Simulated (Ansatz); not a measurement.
## What Sc (model cell, started as body-centred cubic) distorts into

Which phase does Sc (model cell, started as body-centred cubic) fall into along its unstable mode, and how much energy does it gain?

Main program and level: Ansatz 0.2.0; DFT PBEsol, scalar-relativistic, plane waves, PAW; PAW set soft_1.

This is not the structure that Sc takes at ambient pressure and room temperature (hexagonal, No. 194); it is a model or a phase of other conditions.

## (1) The structure

It takes space group Im-3m (No. 229, cubic). Conventional cell: a = 3.626 Å, b = 3.626 Å, c = 3.626 Å, α = 90.00°, β = 90.00°, γ = 90.00°. Sc has 8 Sc at 3.14 Å nearest.

As a file:

```cif
data_structure
_symmetry_space_group_name_H-M 'Im-3m'
_symmetry_Int_Tables_number 229
_cell_length_a 3.6265
_cell_length_b 3.6265
_cell_length_c 3.6265
_cell_angle_alpha 90.000
_cell_angle_beta 90.000
_cell_angle_gamma 90.000
_cell_volume 47.69
loop_
_atom_site_label
_atom_site_type_symbol
_atom_site_symmetry_multiplicity
_atom_site_Wyckoff_symbol
_atom_site_fract_x
_atom_site_fract_y
_atom_site_fract_z
_atom_site_occupancy
Sc1 Sc 2 a 0.00000 0.00000 0.00000 1
```

## (2) Phonons on a q mesh

The cell comes from relaxations at this level that are not shown. Stability and thermal properties need the whole zone. Linear response on a 4×4×4 q mesh gives force constants as far as a supercell of that size would.

input.yaml reads:

```yaml
crystal:
  lattice:
    - [-1.8132278844, 1.8132278844, 1.8132278844]
    - [1.8132278844, -1.8132278844, 1.8132278844]
    - [1.8132278844, 1.8132278844, -1.8132278844]
  atoms:
    - { symbol: Sc, position: [0.0, 0.0, 0.0] }
kpoints:
  mp_grid: { grid: [16, 16, 16] }
hamiltonian:
  xc: pbesol
  pseudopotentials: { kind: paw, azcp: { folder: soft_1 }, xc_functional: pbe }
scf:
  occupations: { method: methfessel_paxton, width: 0.2 }
output:
  eigenvalues: true
phonons:
  method: dfpt
  qmesh: [4, 4, 4]
  temperatures: { t_max: 1000, t_step: 50 }
  qpath:
    path:
      - [[0.0, 0.0, 0.0], [0.5, -0.5, 0.5], [0.0, 0.0, 0.5], [0.0, 0.0, 0.0], [0.25, 0.25, 0.25], [0.5, -0.5, 0.5]]
      - [[0.25, 0.25, 0.25], [0.0, 0.0, 0.5]]
    npoints: 10
```

Launch:

```console
ansatz run input.yaml --threads 8 --pin off --max-ram 16384MiB --backend cpu --events-out ev --progress --plain --runs-dir out
```

Numbers of over 12 decimals in the logs are rounded to 6 here.

The log of the run:

```text
Engine: ansatz 0.2.0, aarch64-unknown-linux-gnu
Pseudopotentials: kind: paw
Pseudopotential: Sc, paw, valence charge 11, recommended cutoff 420 eV (normal), soft_1/Sc.paw.azcp
Functional definition: PBEsol
  exchange = pbesol_x
  correlation = pbesol_c
Crystal: 1 atoms, lattice volume = 23.846 Å³
Basis set: ecut = 420 eV, 459 PW (Γ), exchange–correlation on 48×48×48 points (8 copies of the dense FFT grid, shifted against one another)
Bands: 10, of which v1, the nominal top of the filled ones, is band 6 counted from 1 (5 counted from 0)
Symmetry: 48 space group operations
k-points: 145 of 4096
Non-local potential: Sc, projectors of the file, l = 0: 3, l = 1: 2, l = 2: 3, l = 3: 1
PAW form: soft (Blöchl's): semilocal exchange-correlation on the pseudo side does not see the compensation charge
PAW frozen core: Sc, regenerated for the run's functional, and the local potential with it (the file was generated under x = pbe(κ = 0.804, μ = 0.219515), c = pbe(β = 0.066725))
PAW one-centre angular grid: Sc, 590 points (default); XC on 64 Gauss nodes
Initial density: superposition of atomic densities (chi_scale 0.1, normalization cell)
Initial wavefunctions: pseudopotential atomic-orbital guess
Functional: x = pbesol(κ = 0.804, μ = 0.123457), c = pbesol(β = 0.046)
SCF iter   1: F=—  HF=-2111.346096 eV  |F-HF|=—  |Δ(HF+E_count)|=         —  Δρ=2.91e-2  dr2=2.59e-1  ethr=3.10e-3  ⟨swp⟩=4.1  Hψ=6962  notcnv=0
preconditioner: auto → none  [metal: Δε(μ)=0.016 eV  Ē_g=4.239 eV  σ=0.200 eV  W_gap=0.07  n_scr=0 (ndim 8)  ℏωp=13.2 eV  f_vac=0.000  D(μ)=2.44/eV (n_scr^D=42)]
SCF iter   2: F=—  HF=-2111.262316 eV  |F-HF|=—  |Δ(HF+E_count)|=   8.38e-2  S|Δr|=    0.00e0  Δρ=7.96e-3  dr2=8.13e-3  ethr=2.35e-3  ⟨swp⟩=2.9  Hψ=3747  notcnv=0  defer=19
SCF iter   3: F=—  HF=-2111.260035 eV  |F-HF|=—  |Δ(HF+E_count)|=   2.28e-3  S|Δr|=    0.00e0  Δρ=3.36e-3  dr2=1.84e-3  ethr=7.40e-5  ⟨swp⟩=2.6  Hψ=2249  notcnv=0  defer=19
SCF iter   4: F=—  HF=-2111.259840 eV  |F-HF|=—  |Δ(HF+E_count)|=   1.95e-4  S|Δr|=    0.00e0  Δρ=1.44e-3  dr2=3.24e-4  ethr=1.67e-5  ⟨swp⟩=1.0  Hψ=1431  notcnv=0  defer=19
SCF iter   5: F=—  HF=-2111.259789 eV  |F-HF|=—  |Δ(HF+E_count)|=   5.12e-5  S|Δr|=    0.00e0  Δρ=3.11e-4  dr2=1.43e-5  ethr=2.95e-6  ⟨swp⟩=1.1  Hψ=1481  notcnv=0  defer=19
SCF iter   6: F=—  HF=-2111.259787 eV  |F-HF|=—  |Δ(HF+E_count)|=   2.12e-6  S|Δr|=    0.00e0  Δρ=3.52e-5  dr2=1.72e-7  ethr=1.30e-7  ⟨swp⟩=1.6  Hψ=1736  notcnv=0  defer=19
SCF iter   7: F=—  HF=-2111.259789 eV  |F-HF|=—  |Δ(HF+E_count)|=   2.59e-6  S|Δr|=    0.00e0  Δρ=2.17e-6  dr2=6.46e-10  ethr=1.56e-9  ⟨swp⟩=2.0  Hψ=2126  notcnv=0  defer=19
SCF iter   8: F=-2111.259789 eV  HF=-2111.259789 eV  |F-HF|=9.09e-13  |Δ(HF+E_count)|=  1.06e-10  S|Δr|=    0.00e0  Δρ=6.75e-8  dr2=7.12e-13  ethr=1.00e-12  ⟨swp⟩=3.5  Hψ=5982  notcnv=0
SCF 1 converged in 8 iterations: F = -2111.259789 eV  dr2 = 7.12e-13
  greatest PAW one-centre occupation: 0.998 electrons in one spin orbital (limit 2), on the Sc atom at site 0 (counted from 0), in its partial waves of l = 0
NSCF: frozen V_eff on 145 k-points
NSCF: frozen V_eff on 349 k-points
DFPT response loops at q = (0, 0, 0) (fractional): preconditioner auto → Kerker (q_TF=auto, 2.398 Å⁻¹) (partly filled bands, converged f_vac=0.000); β = 1.00, the filter's whole step (`scf.mixing.beta` (0.50) is not read by the response loops under this deck's `scf.mixing.preconditioner`; to damp them name `kerker` or `kerker_dos`, under which they read `scf.mixing.beta`, and type it under 1.00, their step now; both keys bind the ground state too); Broyden in place of MSR1
NSCF: frozen V_eff on 4352 k-points
DFPT response loops at q = (0, 0, 0.25) (fractional): mixed as the last ones told, above
NSCF: frozen V_eff on 2196 k-points
DFPT response loops at q = (0, 0, -0.5) (fractional): mixed as the last ones told, above
NSCF: frozen V_eff on 8192 k-points
DFPT response loops at q = (0, 0.25, 0.25) (fractional): mixed as the last ones told, above
NSCF: frozen V_eff on 1178 k-points
DFPT response loops at q = (0.25, 0.25, 0.25) (fractional): mixed as the last ones told, above
NSCF: frozen V_eff on 2320 k-points
DFPT response loops at q = (0.25, 0.25, -0.25) (fractional): mixed as the last ones told, above
NSCF: frozen V_eff on 4352 k-points
DFPT response loops at q = (0.25, -0.5, -0.5) (fractional): mixed as the last ones told, above
NSCF: frozen V_eff on 698 k-points
DFPT response loops at q = (-0.5, -0.5, -0.5) (fractional): mixed as the last ones told, above
SCF converged after 8 iterations
Stability not checked: this state was not tested for a lower state beside it, because cold or Methfessel-Paxton smearing, or corrected tetrahedra, fill the levels in a way that the test cannot read (fill_not_monotonic; see scf.lower_state_search)
Free energy (F): -2111.259789 eV
Harris-Foulkes:  -2111.259789 eV  (|F-HF|=9.09e-13)
Internal energy: -2111.258022 eV  (E = F + TS)
E sigma→0 (E₀):  -2111.259348 eV
Entropy (-TS):   -0.001767 eV (-1.767 meV/atom)
Fermi energy:    9.515408 eV
--- Per-component energies (eV) ---
  E_band       = -165.779950
  E_kinetic    = 206.380007
  E_local      = -833.146576  (includes V_loc(G=0)·N_el)
  E_nonlocal   = 144.425195
  E_hartree    = 296.847029
  E_xc         = -84.437507
  E_vxc        = -104.214826  (∫ρ·V_xc dr)
  E_paw        = -967.207120  (= ΣΔE_a)
  E_vpaw       = -172.917852  (= ΣTr[D̂ρ^β])
  E_aug_tail   = 0.000041  (compensation charges beyond the density's cutoff)
  E_ewald      = -874.248116
  E_core_change = 0.129025  (= ΣΔE_core)
  E_smearing   = -0.001767  (= −TS)
  E_closure    = 0.000000  (closes the sum)
  Σ components = -2111.259789   (vs F -2111.259789, Δ=0.00e0)
--- Band table (eV; the first three rows and the last of 145) ---
  k-point 0: bands = ["-39.7836", "-18.2531", "-18.2531", "-18.2531", "4.2090", "10.9937", "10.9937", "10.9937", "12.4911", "12.4911"]
  k-point 1: bands = ["-39.7808", "-18.2709", "-18.2587", "-18.2532", "4.3167", "10.9385", "10.9735", "11.0746", "12.4248", "12.4939"]
  k-point 2: bands = ["-39.7727", "-18.3210", "-18.2744", "-18.2534", "4.6325", "10.7859", "10.8830", "11.3124", "12.2881", "12.5052"]
  k-point 144: bands = ["-39.6556", "-18.5646", "-18.5646", "-18.5646", "8.2232", "8.2232", "13.5407", "13.5407", "13.5407", "15.8573"]
--- Phonons (Γ-DFPT): 1 representative perturbation + reference (Σ response iterations 3) ---
  ASR residual: 9.252e-6 → 0.000e0 eV/Å²; symmetrization residual: 6.821e-13 eV/Å²
  ASR residual per site (eV/Å²): 9.25e-6
  Γ frequencies (cm⁻¹): 0.00 0.00 0.00
--- Phonons (arbitrary-q DFPT): 8 irreducible q on the 4×4×4 mesh ---
  q = [0.0000, 0.0000, 0.0000] (star 1, of the zone-centre solve; hermiticity 1.37e-8, symmetrization 7.37e-8): 0.00 0.00 0.00
  q = [0.0000, 0.0000, 0.2500] (star 12, 2 solved perturbations in 3336 linear systems a pass and spin channel, the states on 2176 of 4096 k-point pairs; hermiticity 2.60e-13, symmetrization 5.47e-13): -54.93 84.16 140.14
  q = [0.0000, 0.0000, -0.5000] (star 6, 2 solved perturbations in 1719 linear systems a pass and spin channel, the states on 1098 of 4096 k-point pairs; hermiticity 1.19e-13, symmetrization 1.58e-13): -96.88 134.88 190.85
  q = [0.0000, 0.2500, 0.2500] (star 24, 2 solved perturbations in 6272 linear systems a pass and spin channel, the states on 4096 of 4096 k-point pairs; hermiticity 1.65e-7, symmetrization 9.94e-14): -63.27 149.18 188.77
  q = [0.2500, 0.2500, 0.2500] (star 2, 1 solved perturbation on 589 of 4096 k-point pairs; hermiticity 9.87e-14, symmetrization 5.40e-13): 158.37 158.37 158.37
  q = [0.2500, 0.2500, -0.2500] (star 6, 2 solved perturbations in 1808 linear systems a pass and spin channel, the states on 1160 of 4096 k-point pairs; hermiticity 2.92e-13, symmetrization 3.41e-13): 69.81 128.75 128.75
  q = [0.2500, -0.5000, -0.5000] (star 12, 2 solved perturbations in 3336 linear systems a pass and spin channel, the states on 2176 of 4096 k-point pairs; hermiticity 2.05e-13, symmetrization 4.62e-13): 98.29 178.96 208.27
  q = [-0.5000, -0.5000, -0.5000] (star 1, 1 solved perturbation on 349 of 4096 k-point pairs; hermiticity 3.19e-14, symmetrization 4.16e-13): 222.79 222.79 222.79
  sum rule: each row above includes the acoustic sum rule's correction from the zone centre's row sums; it moved no ω² by more than (0.24 cm⁻¹)²
  mesh force constants: q→R imaginary residual 0.00e0; ASR residual 9.252e-6 → 0.000e0 eV/Å²; symmetrization residual 2.220e-15 eV/Å²
  interpolated dispersion: 62 rows × 3 modes
  density of states and harmonic sums: on the 24×24×24 q-mesh, interpolated from the force constants of a 4×4×4 supercell (no non-analytic term)
  largest difference from the sums on the solved wave vectors: F 2.75e-2 eV, S 3.25e-5 and C_V 7.84e-6 eV/K
  zero-point energy: 0.021216 eV/cell   skipped modes (ω ≤ 0): 243, of them read as no rigid motion or as one in doubt: 240 (6.448e-1 modes/cell left out, lowest -96.88 cm⁻¹)   left out of the sums: 2.15e-1 of the cell's modes: C_V's classical limit lies that fraction below 3 k_B per atom; for a crystal, a wire or a layer, F and S can be off by more, and a phonons.interpolated_qmesh denser along its periods is the remedy for the sampling
```

Elapsed: 49 s, on 8 threads of Arm Neoverse V2, shared host; peak memory 2.4 GiB.

In the SCF lines HF is the Harris–Foulkes energy and dr2 the Hartree energy of the density residual, in eV; the loop may stop once dr2 is under the threshold and the program's other checks hold. Hψ counts applications of the Hamiltonian.

Numbers from this step:

```yaml
volume_per_atom: 23.85 Å³
gap_on_the_k_mesh: 0 eV
sum_rule_residual_before_enforcement: 9.25e-6 eV/Å²
lowest_frequency_on_the_path: -96.88 cm⁻¹
highest_frequency_on_the_path_or_at_a_solved_wavevector: 222.8 cm⁻¹
lowest_mode_on_the_q_mesh_acoustic_modes_at_gamma_apart: -96.88 cm⁻¹
```

Frequencies (cm⁻¹) solved at each irreducible wavevector; negative means imaginary. Frequencies by wavevector, by row:

```
q in reciprocal lattice units  star  mode 1  mode 2  mode 3
                        0 0 0     1       0       0       0
                     0 0 0.25    12   -54.9    84.2   140.1
                     0 0 -0.5     6   -96.9   134.9   190.8
                  0 0.25 0.25    24   -63.3   149.2   188.8
               0.25 0.25 0.25     2   158.4   158.4   158.4
              0.25 0.25 -0.25     6    69.8   128.8   128.8
               0.25 -0.5 -0.5    12    98.3     179   208.3
               -0.5 -0.5 -0.5     1   222.8   222.8   222.8
```

Interpolated from a 4×4×4 q mesh. The phonon branches at the labelled points (cm⁻¹):

```
    point  branch 1  branch 2  branch 3
        Γ         0         0         0
  halfway        70       129       129
        H       223       223       223
  halfway        98       179       208
        N       -97       135       191
  halfway       -55        84       140
        Γ         0         0         0
  halfway        61        61       172
        P       158       158       158
  halfway       -19       195       195
        H       223       223       223
jump to P       158       158       158
  halfway        26       156       190
        N       -97       135       191
```

The phonon branches as a text plot (rows in cm⁻¹):

```
    216 |          ******                              ****
    203 |         *   ** **                           *
    189 |        **     *  ****             ***    ***  *   *****
    176 |              * *     **          *   * **        *
    163 |       *         *                     *          ***
    150 |        *         *              *            *   *  *
    136 |               *   ***  *             *               **
    123 |     **               *  *      *    *  *
    110 |       *               *
     96 |    *           *         *         *        *     *
     83 |                        *      *   *     *
     70 |  ** **                  * *                        *
     56 |    *                             *
     43 | **              *        *   *  *
     30 |                           **   *
     16 | *                          * **
      3 |*                           **
    -10 |                           *
    -24 |                          *               * *
    -37 |                         *
    -50 |                        *                            *
    -64 |                                           *
    -77 |                       *
    -90 |                  *****                               **
         Γ           H       N        Γ         P        H|P    N
```

Symmetry leaves 8 wavevectors to solve. The lowest mode among them, the acoustic zeros apart, lies at q = (0, 0, -0.5) and is imaginary, 96.9i cm⁻¹, so the energy falls along it.

## (3) The mode frozen in, largest atomic shift 0 Å

The mode followed lies at q = (0, 0, -0.5) with frequency 96.9i cm⁻¹, the softest among the wavevectors solved. At small amplitude the distorted cell has space group no. 63 by a symmetry search on the positions. The undistorted cell that holds it gives the zero of energy on the same k mesh.

System of this step: Sc (model cell, started as body-centred cubic). Symmetry: Im-3m, No. 229, cubic system. The conventional cell has a = 3.626 Å, b = 3.626 Å, c = 3.626 Å, α = 90.00°, β = 90.00°, γ = 90.00°. Nearest to Sc lie 8 Sc at 3.14 Å.

input.yaml, the sections that differ from step 2:

```yaml
crystal:
  lattice:
    - [-1.8132278844, 1.8132278844, 1.8132278844]
    - [1.8132278844, -1.8132278844, 1.8132278844]
    - [3.6264557688, 3.6264557688, 0.0]
  atoms:
    - { symbol: Sc, position: [0.0, 0.0, 0.0] }
    - { symbol: Sc, position: [0.5, 0.5, 0.5] }
kpoints:
  mp_grid: { grid: [14, 14, 8] }
output:
  forces: true
  stress: true
  eigenvalues: true
# hamiltonian, scf: as in step 2
# phonons: removed
```

The log of the run:

```text
[...]
Crystal: 2 atoms, lattice volume = 47.692 Å³
Basis set: ecut = 420 eV, 935 PW (Γ), exchange–correlation on 48×48×72 points (8 copies of the dense FFT grid, shifted against one another)
Bands: 15, of which v1, the nominal top of the filled ones, is band 11 counted from 1 (10 counted from 0)
Symmetry: 16 space group operations
[...]
k-points: 285 of 1568
[...]
--- Band table (eV; the first three rows and the last of 285) ---
  k-point 0: bands = [... 7 lower, -18.2530, 4.2090, 7.6710, 9.7686, 10.0333, 10.9936, 10.9937, 10.9937]
  k-point 1: bands = [... 7 lower, -18.2533, 4.3168, 7.5360, 9.8085, 9.9695, 10.9385, 10.9734, 11.0747]
  k-point 2: bands = [... 7 lower, -18.2535, 4.6325, 7.1153, 9.9246, 9.9343, 10.7860, 10.8830, 11.3124]
  k-point 284: bands = [... 7 lower, -18.4124, 8.5634, 8.5634, 8.8967, 8.8967, 11.0790, 11.0790, 11.5257]
[key lines of the parts left out:]
SCF converged after 6 iterations
Free energy (F): -4222.519845 eV
Fermi energy:    9.515629 eV
P = ⅓ Tr σ = 0.0014 GPa (0.014 kbar)
```

Wall time 1.3 s (8 threads); peak memory 0.48 GiB.

This step gave:

```yaml
pressure: 0.001411 GPa
energy_from_the_undistorted_cell: 0 meV/atom
```

The run ends at a pressure of 0.00 GPa.

## (4) The mode frozen in, largest atomic shift 0.32 Å

The atoms are moved along the unstable eigenvector, the largest shift by 0.32 Å, with the cell fixed.

input.yaml: that of step 3 with these lines changed.

```diff
@@ -6,4 +6,4 @@
   atoms:
-    - { symbol: Sc, position: [0.0, 0.0, 0.0] }
-    - { symbol: Sc, position: [0.5, 0.5, 0.5] }
+    - { symbol: Sc, position: [-0.0623954032, 0.0623954032, 0.0] }
+    - { symbol: Sc, position: [0.5623954032, 0.4376045968, 0.5] }
 kpoints:
```

The log of the run:

```text
[...]
Crystal: 2 atoms, lattice volume = 47.692 Å³
Basis set: ecut = 420 eV, 935 PW (Γ), exchange–correlation on 48×48×72 points (8 copies of the dense FFT grid, shifted against one another)
Bands: 15, of which v1, the nominal top of the filled ones, is band 11 counted from 1 (10 counted from 0)
Symmetry: 8 space group operations
[...]
k-points: 285 of 1568
[...]
--- Band table (eV; the first three rows and the last of 285) ---
  k-point 0: bands = [... 7 lower, -18.2060, 4.2129, 7.6915, 9.9053, 10.0416, 10.7561, 11.2494, 11.4006]
  k-point 1: bands = [... 7 lower, -18.2114, 4.3212, 7.5535, 9.9069, 9.9832, 10.6931, 11.1816, 11.4994]
  k-point 2: bands = [... 7 lower, -18.2169, 4.6382, 7.1288, 9.9302, 9.9475, 10.5310, 10.9818, 11.7662]
  k-point 284: bands = [... 7 lower, -18.3309, 8.1668, 8.1668, 9.4093, 9.4093, 11.1164, 11.1164, 11.5272]
[key lines of the parts left out:]
SCF converged after 6 iterations
Free energy (F): -4222.580595 eV
Fermi energy:    9.438755 eV
P = ⅓ Tr σ = -0.0953 GPa (-0.953 kbar)
```

The job ended after 1.2 s (8 threads; peak memory 0.49 GiB).

This step gave:

* pressure: -0.09528 GPa
* energy from the undistorted cell: -29.66 meV/atom

The energy, extrapolated to zero smearing, is -29.66 meV/atom against the undistorted cell.

The run ends at a pressure of -0.10 GPa, with forces up to 0.075 eV/Å.

## (5) Energy along the mode, all amplitudes (two of the runs are shown above)

An imaginary frequency means negative curvature, so the energy should fall and then rise again as anharmonic terms take over.

This step gave:

```yaml
depth_at_the_lowest_point_sampled: 29.66 meV/atom
largest_atomic_shift_at_that_point: 0.32 Å
```

Energy from the parent against largest atomic shift:

```
largest atomic shift (Å)  energy from the parent (meV/atom)
                   0.000                                  0
                   0.040                              -1.20
                   0.080                              -4.85
                   0.140                              -14.3
                   0.220                              -27.2
                   0.320                              -29.7
                   0.450                              0.735
                   0.600                               91.8
```

Displacement at unit largest shift by atom:

```
atom   x (Å)   y (Å)  z (Å)   size
 Sc1   0.707  -0.707  0.000  1.000
 Sc2  -0.707   0.707  0.000  1.000
```

The lowest of the steps tried is at 0.32 Å, 29.7 meV/atom below the parent; the bottom of the well need not coincide with a step.

(Part 1 of 2 ends here.)

[Logs are printed without paths, hosts, clocks, repeated set-up lines and the standing remarks that a program may print on its own settings, such as how far it seeks lower states.]

[Hosts, paths, dates, database ids (printed as entryN), source tags and the programs' standing remarks are cut or masked in the printed files.]
